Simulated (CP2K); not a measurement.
The N K edge of urea monohydrate was computed by TDDFT (CP2K XAS_TDP, aug-cc-pVDZ, TDA) at these levels: PBE, PBEh(45%) and PBEh(45%) + GW2X. The first three lines of N1 (bonded to C and 2 H) with a strength over 0.0015, energy in eV and strength:

```tsv
run	first	second	third
1	398.23 (0.009)	398.83 (0.013)	399.26 (0.025)
2	381.42 (0.003)	381.91 (0.004)	382.38 (0.004)
3	403.89 (0.009)	404.50 (0.013)	404.93 (0.025)
```

Which run is which?

Run 1: PBEh(45%) (45 % exact exchange). Run 2: PBE (0 % exact exchange). Run 3: PBEh(45%) + GW2X (45 % exact exchange). Self-interaction lifts the core level, so the uncorrected lines rise with the share of exact exchange. The GW2X run keeps the spacings of its parent: 0.61 eV between the first two lines in run 3, 0.60 eV in run 1. Its shift is +5.66 eV, since the Kohn–Sham level at this share of exchange lies that far above the quasiparticle level.

[Banner, clock and machine lines of the logs are left out without a mark of their own.]

[Logs are printed without paths, hosts, clocks, repeated set-up lines and the standing remarks that a program may print on its own settings, such as how far it seeks lower states.]

[Hosts, paths, dates, database ids (printed as entryN), source tags and the programs' standing remarks are cut or masked in the printed files.]
